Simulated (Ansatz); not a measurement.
# linear Mo chain under tension and compression, part 3 of 3

Wanted: energy, moment and open channels of the linear Mo chain from 12 % compression to 30 % stretch.

Ansatz 0.2.0; DFT PBE, plane waves, PAW; relaxation of a chain's period (the session's first sound run).

So far, conductance of the lead as this run defines it (G₀): step 3 (the chain at a fixed length, period over the relaxed period …) 6.00; step 7 (period over the relaxed period 1.04, k-mesh 1×1×35) 6.00; step 8 (period over the relaxed period 1.08, k-mesh 1×1×34) 6.00; step 9 (period over the relaxed period 1.13, k-mesh 1×1×33) 4.70; step 10 (period over the relaxed period 1.2, k-mesh 1×1×31) 3.93. Also absolute moment (μB): step 9 2.59; step 10 3.09.

**11. At a set period, period over the relaxed period 1.3, k-mesh 1×1×28 (continued)**

Level of this step: DFT PBE, plane waves, PAW; channels and complex bands of a perfect chain (Ansatz).

Table of open channels of the lead by energy, zero at the Fermi level:

```csv
energy (eV),spin up,spin down
-2.00,3,1
-1.90,3,1
-1.79,3,1
-1.69,3,1
-1.58,4,1
-1.48,4,1
-1.37,4,1
-1.23,6,1
-1.12,6,1
-1.02,6,1
-0.92,6,1
-0.81,6,1
-0.70,6,1
-0.60,4,1
-0.49,4,1
-0.39,4,1
-0.28,4,1
-0.18,4,3
-0.07,4,3
-0.01,3,3
0.07,3,3
0.17,3,3
0.28,3,3
0.38,3,3
0.48,3,4
0.59,3,4
0.69,3,4
0.80,3,4
0.91,1,4
1.01,1,4
1.11,1,4
1.22,1,4
1.36,1,5
1.47,1,6
1.57,1,6
1.68,1,6
1.78,3,6
1.89,3,6
1.99,3,6
```

At the computed energy nearest the Fermi level there are 3 spin-up and 3 spin-down channels, and the thermal average gives 3.18 G₀. The change of length costs 0.939 eV a cell and leaves an absolute moment of 4.23 μB a cell.

Between step 3 and this run (period over the relaxed period 1.3 and k-mesh 1×1×28) the value for the conductance of the lead as this run defines it moves from 6.00 G₀ to 3.18 G₀ (-47 %).

**12. Comparing the runs**

Times are for 4 threads of Arm Neoverse V1, shared host. The runs compared:

```csv
no.,period over the relaxed period,conductance of the lead as this run defines it (G₀),absolute moment (μB),energy at zero smearing less the lowest (eV),time,memory (GiB)
1,0.88,6.000,0,1.084,22 s,0.45
2,0.92,6.000,0,0.4041,20 s,0.44
3,0.96,6.000,0,0.09831,21 s,0.45
4,1,6.000,0,0,18 s,0.43
5,1.04,6.000,0,0.06600,18 s,0.42
6,1.08,6.000,0,0.2456,19 s,0.45
7,1.13,4.697,2.586,0.3862,21 s,0.47
8,1.2,3.935,3.093,0.6105,23 s,0.5
9,1.3,3.183,4.230,0.9389,17 s,0.41
```

**13. A repeat with changed settings: output.transmission.reduced_basis = false**

This step: DFT PBE, plane waves, PAW; channels and complex bands of a perfect chain; changed: output.transmission.reduced_basis = false (Ansatz 0.2.0).

The atoms of the run at the relaxed period are kept and the input is varied, to see whether the result depends on it.

File input.yaml:

```yaml
crystal:
  lattice:
    - [7.5, 0.0, 0.0]
    - [0.0, 7.5, 0.0]
    - [0.0, 0.0, 2.2041873316]
  atoms:
    - { symbol: Mo, position: [0.5, 0.5, 0.0], spin: 3.0 }
magnetization:
  spin_polarized: true
kpoints:
  mp_grid: { grid: [1, 1, 37] }
scf:
  occupations: { method: fermi_dirac, width: 0.05 }
hamiltonian:
  xc: pbe
output:
  transmission:
    e_range: [-2, 2]
    de: 0.035
    kmesh: [1, 1]
    reduced_basis: false
    leads: [[0, 0]]
  stress: true
```

Command:

```console
$ ansatz run input.yaml --threads 4 --pin off --max-ram 8192MiB --backend cpu --events-out ev --progress --plain --runs-dir out
```

Numbers of over 12 decimals in the logs are rounded to 6 here.

The log of the run:

```text
[...]
Crystal: 1 atoms, lattice volume = 123.986 Å³
Basis set: ecut = 420 eV, 2447 PW (Γ)
Bands: 13, of which v1, the nominal top of the filled ones, is band 7 counted from 1 (6 counted from 0)
Symmetry: 16 space group operations
[...]
k-points: 19 of 37
[...]
Starting moments: Σ|m| = 3 μB on 1 of 1 site
[...]
SCF iter   1: F=—  HF=-4951.603573 eV  |F-HF|=—  |Δ(HF+E_count)|=         —  Δρ=3.44e-2 (↑3.44e-2 ↓3.25e-2)  dr2=5.84e-1  dr2_m=1.13e0  M=0.928 μB ∫|m|=0.931 μB  β_m=0.30  ethr=3.10e-3  ⟨swp⟩=6.3  Hψ=2872  notcnv=0
[...]
SCF iter  11: F=-4951.407640 eV  HF=-4951.407640 eV  |F-HF|=2.73e-12  |Δ(HF+E_count)|=  3.61e-10  Δρ=2.49e-8 (↑2.43e-8 ↓2.49e-8)  dr2=6.53e-13  dr2_m=4.65e-13  M=-0.000 μB ∫|m|=0.000 μB  ethr=1.62e-12  ⟨swp⟩=4.2  Hψ=1809  notcnv=0
SCF 1 converged in 11 iterations: F = -4951.407640 eV  dr2 = 6.53e-13
[...]
transmission: 4 of 8 steps passed
transmission: 8 of 8 steps passed
SCF converged after 11 iterations
Magnetization: -0.0000 μB (7.0000 up, 7.0000 down)
Absolute magnetization: 0.0000 μB (∫|ρ↑−ρ↓|, with the PAW one-centre terms)
[...]
Per-site moments (μB) at R_I (Å): [(-9.429893381618438e-8, 0.909227)]
Free energy (F): -4951.407640 eV
[...]
Internal energy: -4951.391731 eV  (E = F + TS)
E sigma→0 (E₀):  -4951.399686 eV
Entropy (-TS):   -0.015909 eV (-15.909 meV/atom)
Fermi energy:    -1.359309 eV
[...]
--- Stress (GPa, compression-positive) ---
       -0.291811       0.000000       0.000000
        0.000000      -0.291811       0.000000
        0.000000       0.000000       0.230143
  P = ⅓ Tr σ = -0.1178 GPa (-1.178 kbar)
--- Band table (eV; the first three rows and the last of 38) ---
  k-point 0 ↑: bands = [... 3 lower, -33.7833, -5.6948, -2.8106, -2.2751, -2.2528, 0.9872, 0.9872, 3.0110, ... 2 higher]
  k-point 1 ↑: bands = [... 3 lower, -33.8255, -5.6149, -2.7886, -2.2612, -2.2391, 0.9648, 0.9648, 3.0334, ... 2 higher]
  k-point 2 ↑: bands = [... 3 lower, -33.9498, -5.3780, -2.7221, -2.2198, -2.1981, 0.8881, 0.8881, 3.1005, ... 2 higher]
  k-point 18 ↓: bands = [... 3 lower, -35.6585, -4.9138, -4.9138, 0.1610, 0.1628, 1.9847, 5.1288, 8.6891, ... 2 higher]
--- Transmission ---
  basis      : 497 plane waves across, 4 finite elements along
  points     : 1, standing for a mesh of 1 x 1
[...]
crystal 0  : Mo1, at the sites [0, 0], period 2.2042 Å: whole cells are its period
[...]
filled         : 41.6 meV under the level at which it is neutral
    channels       : 6.000000e0 up, 6.000000e0 down
[...]
```

Wall time 4.4 min (4 threads of Arm Neoverse V1, shared host); peak memory 2.3 GiB.

Numbers from this step:

```
energy at zero smearing                                   : -4951.3997 eV
channels at the energy nearest the Fermi level, spin up   : 6
channels at the energy nearest the Fermi level, spin down : 6
conductance of the lead as this run defines it            : 6.000 G₀
```

Open channels of the lead against energy, zero at the Fermi level:

```csv
energy (eV),spin up,spin down
-2.000,3,3
-1.790,3,3
-1.615,3,3
-1.405,4,4
-1.195,4,4
-0.985,4,4
-0.810,6,6
-0.600,6,6
-0.390,6,6
-0.215,6,6
-0.005,6,6
0.205,6,6
0.415,6,6
0.590,6,6
0.800,6,6
1.010,6,6
1.185,6,6
1.395,6,6
1.605,4,4
1.815,4,4
```

It took 4.4 min against 18 s for the run it varies, and the conductance is 6.00 G₀ against 6.00 G₀.

The channels at the energy nearest the Fermi level, spin up, channels at the energy nearest the Fermi level, spin down and conductance of the lead as this run defines it stay within 0.2 % plus 0.001 of the run it varies.

**14. Results**

```json
{
 "relaxed cell length": "2.204 Å",
 "conductance at period × 0.88": "6.00 G₀",
 "conductance at period × 1.0": "6.00 G₀",
 "conductance at period × 1.13": "4.70 G₀",
 "conductance at period × 1.3": "3.18 G₀",
 "absolute moment at period × 0.88": "0 μB",
 "absolute moment at period × 1.0": "0 μB",
 "absolute moment at period × 1.3": "4.23 μB"
}
```

In these runs no moment survives at the shortest period, and one is present from a factor of 1.13 on: longer bonds narrow the bands, which favours exchange splitting. The conductance goes from 6.00 G₀ at the shortest period to 3.18 G₀ at the longest, while the magnetic state changes too. Transport is coherent and elastic here: the atoms are frozen, so scattering by vibrations plays no part. No search over magnetic orders was made; another may lie lower. For the perfect chain only parallel moments were started; its antiparallel and spiral orders were not tested. Conductances of a perfect chain off the multiples of half a G0 come from band edges within the thermal window; the square box also splits pairs of bands that an isolated chain keeps degenerate, which moves such edges. The lead's cell of one atom keeps the chain straight and evenly spaced; a zigzag or dimerised form may lie lower.

[Logs are printed without paths, hosts, clocks, repeated set-up lines and the standing remarks that a program may print on its own settings, such as how far it seeks lower states.]

[Hosts, paths, dates, database ids (printed as entryN), source tags and the programs' standing remarks are cut or masked in the printed files.]
